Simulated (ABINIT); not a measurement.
# CdSi3 (Pm-3m): zone-centre phonons, part 3 of 3

Which modes does CdSi3 (Pm-3m) have at the zone centre?

ABINIT 10.8.3; DFT LDA, scalar-relativistic, plane waves, JTH PAW pseudopotentials.

So far. Step 5 (Ground state): The cell stands at -0.23 GPa: the relaxation ran with a smoothed and higher cutoff, and the difference is a stress of the finite basis. Step 6 (Zone-centre response): The acoustic modes at Γ come out as far as 7.8 cm⁻¹ from zero, where they should vanish, a small numerical error. The lowest optical mode is imaginary, 167i cm⁻¹, an instability at this level and on this k mesh. The relaxed cell has a = 4.051 Å (conventional setting).

The structure was built from a prototype and need not be the compound's stable phase.

## Step 7: Zone-centre analysis

anaddb reads the merged derivatives and imposes the acoustic sum rule.

anaddb.abi

```
ddb_filepath "gamma_DDB"
output_file "anaddb.abo"
outdata_prefix "anaddb"
asr 1
chneut 1
enunit 2
eivec 1
nph1l 1
qph1l 0.0 0.0 0.0 1.0
```

mrgddb.in

```
gamma_DDB
merged
1
dfpt_gammao_DDB
```

Started as:

```bash
mrgddb < mrgddb.in > mrgddb.log
OMP_NUM_THREADS=1 anaddb anaddb.abi > anaddb.log
```

anaddb.abo, the main output file:

```text
-outvars_anaddb: echo values of input variables ----------------------

 Miscellaneous information :
      enunit         2
       eivec         1
         asr         1
 First list of wavevector (reduced coord.) :
       nph1l         1
       qph1l
                     0.00000000E+00  0.00000000E+00  0.00000000E+00    1.000E+00

================================================================================

 read the DDB information and perform some checks

  ==== Info on the Cryst% object ====
 Real(R)+Recip(G) space primitive vectors, cartesian coordinates (Bohr,Bohr^-1):
 R(1)=  7.6555767  0.0000000  0.0000000  G(1)=  0.1306237  0.0000000  0.0000000
 R(2)=  0.0000000  7.6555767  0.0000000  G(2)=  0.0000000  0.1306237  0.0000000
 R(3)=  0.0000000  0.0000000  7.6555767  G(3)=  0.0000000  0.0000000  0.1306237
 Unit cell volume ucvol=  4.4867693E+02 bohr^3
 Angles (23,13,12)=  9.00000000E+01  9.00000000E+01  9.00000000E+01 degrees
 Time-reversal symmetry is present
 Reduced atomic positions [iatom, xred, symbol]:
    1)    0.0000000  0.0000000  0.0000000  Cd
    2)    0.0000000  0.5000000  0.5000000  Si
    3)    0.5000000  0.0000000  0.5000000  Si
    4)    0.5000000  0.5000000  0.0000000  Si

 DDB file with 1 blocks has been read.

================================================================================

 Treat the first list of vectors

  Phonon wavevector (reduced coordinates) :  0.00000  0.00000  0.00000
 Phonon energies in Hartree :
  -7.608626E-04 -7.608626E-04 -7.608626E-04 -5.261584E-04 -5.261584E-04
  -5.261584E-04  0.000000E+00  0.000000E+00  0.000000E+00  9.182785E-04
   9.182785E-04  9.182785E-04
 Phonon energies in meV     :
- -2.070413E+01 -2.070413E+01 -2.070413E+01 -1.431750E+01 -1.431750E+01
- -1.431750E+01  0.000000E+00  0.000000E+00  0.000000E+00  2.498763E+01
-  2.498763E+01  2.498763E+01
 Phonon frequencies in cm-1    :
- -1.669900E+02 -1.669900E+02 -1.669900E+02 -1.154784E+02 -1.154784E+02
- -1.154784E+02  0.000000E+00  0.000000E+00  0.000000E+00  2.015388E+02
-  2.015388E+02  2.015388E+02
 Phonon frequencies in Thz     :
- -5.006235E+00 -5.006235E+00 -5.006235E+00 -3.461956E+00 -3.461956E+00
- -3.461956E+00  0.000000E+00  0.000000E+00  0.000000E+00  6.041982E+00
-  6.041982E+00  6.041982E+00
 Phonon energies in Kelvin  :
- -2.402614E+02 -2.402614E+02 -2.402614E+02 -1.661477E+02 -1.661477E+02
- -1.661477E+02  0.000000E+00  0.000000E+00  0.000000E+00  2.899694E+02
-  2.899694E+02  2.899694E+02

 Eigendisplacements
 (will be given, for each mode : in cartesian coordinates
   for each atom the real part of the displacement vector,
   then the imaginary part of the displacement vector - absolute values smaller than 1.0d-7 are set to zero)
  Mode number    1   Energy   -7.608626E-04
 Attention : low frequency mode.
   (Could be unstable or acoustic mode)
-  1  0.00000000E+00  0.00000000E+00 -7.47645853E-04
-     0.00000000E+00  0.00000000E+00  0.00000000E+00
-  2  0.00000000E+00  0.00000000E+00 -5.46919800E-04
-     0.00000000E+00  0.00000000E+00  0.00000000E+00
-  3  0.00000000E+00  0.00000000E+00 -5.46919800E-04
-     0.00000000E+00  0.00000000E+00  0.00000000E+00
-  4  0.00000000E+00  0.00000000E+00  4.08619415E-03
-     0.00000000E+00  0.00000000E+00  0.00000000E+00
  Mode number    2   Energy   -7.608626E-04
 Attention : low frequency mode.
   (Could be unstable or acoustic mode)
-  1  0.00000000E+00 -7.47645853E-04  0.00000000E+00
-     0.00000000E+00  0.00000000E+00  0.00000000E+00
-  2  0.00000000E+00 -5.46919800E-04  0.00000000E+00
-     0.00000000E+00  0.00000000E+00  0.00000000E+00
-  3  0.00000000E+00  4.08619415E-03  0.00000000E+00
-     0.00000000E+00  0.00000000E+00  0.00000000E+00
-  4  0.00000000E+00 -5.46919800E-04  0.00000000E+00
-     0.00000000E+00  0.00000000E+00  0.00000000E+00
  Mode number    3   Energy   -7.608626E-04
 Attention : low frequency mode.
   (Could be unstable or acoustic mode)
-  1  7.47645853E-04  0.00000000E+00  0.00000000E+00
-     0.00000000E+00  0.00000000E+00  0.00000000E+00
-  2 -4.08619415E-03  0.00000000E+00  0.00000000E+00
-     0.00000000E+00  0.00000000E+00  0.00000000E+00
-  3  5.46919800E-04  0.00000000E+00  0.00000000E+00
-     0.00000000E+00  0.00000000E+00  0.00000000E+00
-  4  5.46919800E-04  0.00000000E+00  0.00000000E+00
-     0.00000000E+00  0.00000000E+00  0.00000000E+00
  Mode number    4   Energy   -5.261584E-04
 Attention : low frequency mode.
   (Could be unstable or acoustic mode)
-  1  0.00000000E+00  0.00000000E+00  0.00000000E+00
-     0.00000000E+00  0.00000000E+00  0.00000000E+00
-  2  0.00000000E+00  1.31202846E-07  3.12509965E-03
-     0.00000000E+00  0.00000000E+00  0.00000000E+00
-  3  0.00000000E+00  0.00000000E+00 -3.12509965E-03
-     0.00000000E+00  0.00000000E+00  0.00000000E+00
-  4  0.00000000E+00 -1.31202846E-07  0.00000000E+00
-     0.00000000E+00  0.00000000E+00  0.00000000E+00
  Mode number    5   Energy   -5.261584E-04
 Attention : low frequency mode.
   (Could be unstable or acoustic mode)
-  1  0.00000000E+00  0.00000000E+00  0.00000000E+00
-     0.00000000E+00  0.00000000E+00  0.00000000E+00
-  2  0.00000000E+00  3.12509965E-03 -1.31202847E-07
-     0.00000000E+00  0.00000000E+00  0.00000000E+00
-  3  0.00000000E+00  0.00000000E+00  1.31202847E-07
-     0.00000000E+00  0.00000000E+00  0.00000000E+00
-  4  0.00000000E+00 -3.12509965E-03  0.00000000E+00
-     0.00000000E+00  0.00000000E+00  0.00000000E+00
  Mode number    6   Energy   -5.261584E-04
 Attention : low frequency mode.
   (Could be unstable or acoustic mode)
-  1  0.00000000E+00  0.00000000E+00  0.00000000E+00
-     0.00000000E+00  0.00000000E+00  0.00000000E+00
-  2  0.00000000E+00  0.00000000E+00  0.00000000E+00
-     0.00000000E+00  0.00000000E+00  0.00000000E+00
-  3 -3.12509966E-03  0.00000000E+00  0.00000000E+00
-     0.00000000E+00  0.00000000E+00  0.00000000E+00
-  4  3.12509966E-03  0.00000000E+00  0.00000000E+00
-     0.00000000E+00  0.00000000E+00  0.00000000E+00
  Mode number    7   Energy    0.000000E+00
 Attention : low frequency mode.
   (Could be unstable or acoustic mode)
-  1  0.00000000E+00  0.00000000E+00 -1.67013978E-03
-     0.00000000E+00  0.00000000E+00  0.00000000E+00
-  2  0.00000000E+00  0.00000000E+00 -1.67013779E-03
-     0.00000000E+00  0.00000000E+00  0.00000000E+00
-  3  0.00000000E+00  0.00000000E+00 -1.67013779E-03
-     0.00000000E+00  0.00000000E+00  0.00000000E+00
-  4  0.00000000E+00  0.00000000E+00 -1.67016609E-03
-     0.00000000E+00  0.00000000E+00  0.00000000E+00
  Mode number    8   Energy    0.000000E+00
 Attention : low frequency mode.
   (Could be unstable or acoustic mode)
-  1  0.00000000E+00  1.67013978E-03  0.00000000E+00
-     0.00000000E+00  0.00000000E+00  0.00000000E+00
-  2  0.00000000E+00  1.67013779E-03  0.00000000E+00
-     0.00000000E+00  0.00000000E+00  0.00000000E+00
-  3  0.00000000E+00  1.67016609E-03  0.00000000E+00
-     0.00000000E+00  0.00000000E+00  0.00000000E+00
-  4  0.00000000E+00  1.67013779E-03  0.00000000E+00
-     0.00000000E+00  0.00000000E+00  0.00000000E+00
  Mode number    9   Energy    0.000000E+00
 Attention : low frequency mode.
   (Could be unstable or acoustic mode)
-  1  1.67013978E-03  0.00000000E+00  0.00000000E+00
-     0.00000000E+00  0.00000000E+00  0.00000000E+00
-  2  1.67016609E-03  0.00000000E+00  0.00000000E+00
-     0.00000000E+00  0.00000000E+00  0.00000000E+00
-  3  1.67013779E-03  0.00000000E+00  0.00000000E+00
-     0.00000000E+00  0.00000000E+00  0.00000000E+00
-  4  1.67013779E-03  0.00000000E+00  0.00000000E+00
-     0.00000000E+00  0.00000000E+00  0.00000000E+00
  Mode number   10   Energy    9.182785E-04
-  1  0.00000000E+00  0.00000000E+00 -1.23765317E-03
-     0.00000000E+00  0.00000000E+00  0.00000000E+00
-  2  0.00000000E+00  0.00000000E+00  2.58413745E-03
-     0.00000000E+00  0.00000000E+00  0.00000000E+00
-  3  0.00000000E+00  0.00000000E+00  2.58413745E-03
-     0.00000000E+00  0.00000000E+00  0.00000000E+00
-  4  0.00000000E+00  0.00000000E+00 -2.14612044E-04
-     0.00000000E+00  0.00000000E+00  0.00000000E+00
  Mode number   11   Energy    9.182785E-04
-  1  0.00000000E+00 -1.23765317E-03  0.00000000E+00
-     0.00000000E+00  0.00000000E+00  0.00000000E+00
-  2  0.00000000E+00  2.58413745E-03  0.00000000E+00
-     0.00000000E+00  0.00000000E+00  0.00000000E+00
-  3  0.00000000E+00 -2.14612044E-04  0.00000000E+00
-     0.00000000E+00  0.00000000E+00  0.00000000E+00
-  4  0.00000000E+00  2.58413745E-03  0.00000000E+00
-     0.00000000E+00  0.00000000E+00  0.00000000E+00
  Mode number   12   Energy    9.182785E-04
-  1  1.23765317E-03  0.00000000E+00  0.00000000E+00
-     0.00000000E+00  0.00000000E+00  0.00000000E+00
-  2  2.14612044E-04  0.00000000E+00  0.00000000E+00
-     0.00000000E+00  0.00000000E+00  0.00000000E+00
-  3 -2.58413745E-03  0.00000000E+00  0.00000000E+00
-     0.00000000E+00  0.00000000E+00  0.00000000E+00
-  4 -2.58413745E-03  0.00000000E+00  0.00000000E+00
-     0.00000000E+00  0.00000000E+00  0.00000000E+00

 Analysis of degeneracies and characters (maximum tolerance=1.00E-06 a.u.)
 For each vibration mode, or group of modes if degenerate,
 the characters are given for each symmetry operation (see the list in the log file).
 Symmetry characters of vibration mode #   1
       degenerate with vibration modes #   2 to    3
  3.0 -3.0 -1.0  1.0 -1.0  1.0 -1.0  1.0  1.0 -1.0 -1.0  1.0  1.0 -1.0 -1.0  1.0
 -0.0  0.0 -0.0  0.0  0.0 -0.0  0.0 -0.0  1.0 -1.0 -1.0  1.0 -1.0  1.0  1.0 -1.0
 -0.0  0.0  0.0 -0.0  0.0 -0.0 -0.0  0.0  1.0 -1.0  1.0 -1.0 -1.0  1.0 -1.0  1.0
 Symmetry characters of vibration mode #   4
       degenerate with vibration modes #   5 to    6
  3.0 -3.0 -1.0  1.0 -1.0  1.0 -1.0  1.0 -1.0  1.0  1.0 -1.0 -1.0  1.0  1.0 -1.0
  0.0 -0.0 -0.0  0.0  0.0 -0.0 -0.0  0.0 -1.0  1.0  1.0 -1.0  1.0 -1.0 -1.0  1.0
  0.0 -0.0  0.0 -0.0 -0.0  0.0 -0.0  0.0 -1.0  1.0 -1.0  1.0  1.0 -1.0  1.0 -1.0
 Symmetry characters of vibration mode #   7
       degenerate with vibration modes #   8 to    9
  3.0 -3.0 -1.0  1.0 -1.0  1.0 -1.0  1.0  1.0 -1.0 -1.0  1.0  1.0 -1.0 -1.0  1.0
  0.0 -0.0 -0.0  0.0  0.0 -0.0  0.0 -0.0  1.0 -1.0 -1.0  1.0 -1.0  1.0  1.0 -1.0
  0.0 -0.0  0.0 -0.0  0.0 -0.0 -0.0  0.0  1.0 -1.0  1.0 -1.0 -1.0  1.0 -1.0  1.0
 Symmetry characters of vibration mode #  10
       degenerate with vibration modes #  11 to   12
  3.0 -3.0 -1.0  1.0 -1.0  1.0 -1.0  1.0  1.0 -1.0 -1.0  1.0  1.0 -1.0 -1.0  1.0
  0.0 -0.0 -0.0  0.0 -0.0  0.0  0.0 -0.0  1.0 -1.0 -1.0  1.0 -1.0  1.0  1.0 -1.0
  0.0 -0.0 -0.0  0.0  0.0 -0.0 -0.0  0.0  1.0 -1.0  1.0 -1.0 -1.0  1.0 -1.0  1.0
-
```

Elapsed: 0.49 s, on 1 thread of Arm Neoverse V1, shared host.

Numbers from this step:

```
highest optical zone-centre mode (no LO-TO term) : 201.5 cm⁻¹
lowest optical zone-centre mode                  : -167.0 cm⁻¹
```

No LO-TO term; unit eigenvectors of the mass-weighted matrix, from anaddb's displacements. The modes at Γ (shares of kinetic energy by element, %) (negative means imaginary):

| mode | frequency (cm⁻¹) | symmetry | Cd % | Si % |
| --- | --- | --- | --- | --- |
| 1 | -167.0 | T1u | 11 | 89 |
| 2 | -167.0 | T1u | 11 | 89 |
| 3 | -167.0 | T1u | 11 | 89 |
| 4 | -115.5 | T2u | 0 | 100 |
| 5 | -115.5 | T2u | 0 | 100 |
| 6 | -115.5 | T2u | 0 | 100 |
| 7 | 0.0 | acoustic | 57 | 43 |
| 8 | 0.0 | acoustic | 57 | 43 |
| 9 | 0.0 | acoustic | 57 | 43 |
| 10 | 201.5 | T1u | 31 | 69 |
| 11 | 201.5 | T1u | 31 | 69 |
| 12 | 201.5 | T1u | 31 | 69 |

Displacements in mode 1 (-167.0 cm⁻¹), the largest set to 1:
```
Cd1  0.00  0.00 -0.18
Si2  0.00  0.00 -0.13
Si3  0.00  0.00 -0.13
Si4  0.00  0.00  1.00
```

Displacements in mode 10 (201.5 cm⁻¹), the largest set to 1:
```
Cd1  0.00  0.00 -0.48
Si2  0.00  0.00  1.00
Si3  0.00  0.00  1.00
Si4  0.00  0.00 -0.08
```

The rule moves no optical mode by more than 0.2 cm⁻¹.

## Step 8: Outcome

```json
{
  "space group after relaxation": "Pm-3m",
  "volume per atom": "16.6 Å³",
  "highest optical zone-centre mode (no LO-TO term)": "201.5 cm⁻¹",
  "lowest optical zone-centre mode": "-167.0 cm⁻¹",
  "imaginary optical modes at the zone centre (no q mesh in this session)": "yes"
}
```

At the LDA level the optical modes of CdSi3 (Pm-3m) at the zone centre run from 167i to 202 cm⁻¹, so the structure is a saddle point, with 6 modes beyond 10i cm⁻¹ there. These are harmonic frequencies at zero temperature: anharmonic shifts and linewidths and thermal expansion are left out. In a metal the frequencies hang on the k mesh and the smearing, most of all near Kohn anomalies. The structure is a hypothetical one, built on a prototype.

[Host names and launcher messages were left out of these logs when they were recorded.]

[Logs are printed without paths, hosts, clocks, repeated set-up lines and the standing remarks that a program may print on its own settings, such as how far it seeks lower states.]

[Hosts, paths, dates, database ids (printed as entryN), source tags and the programs' standing remarks are cut or masked in the printed files.]
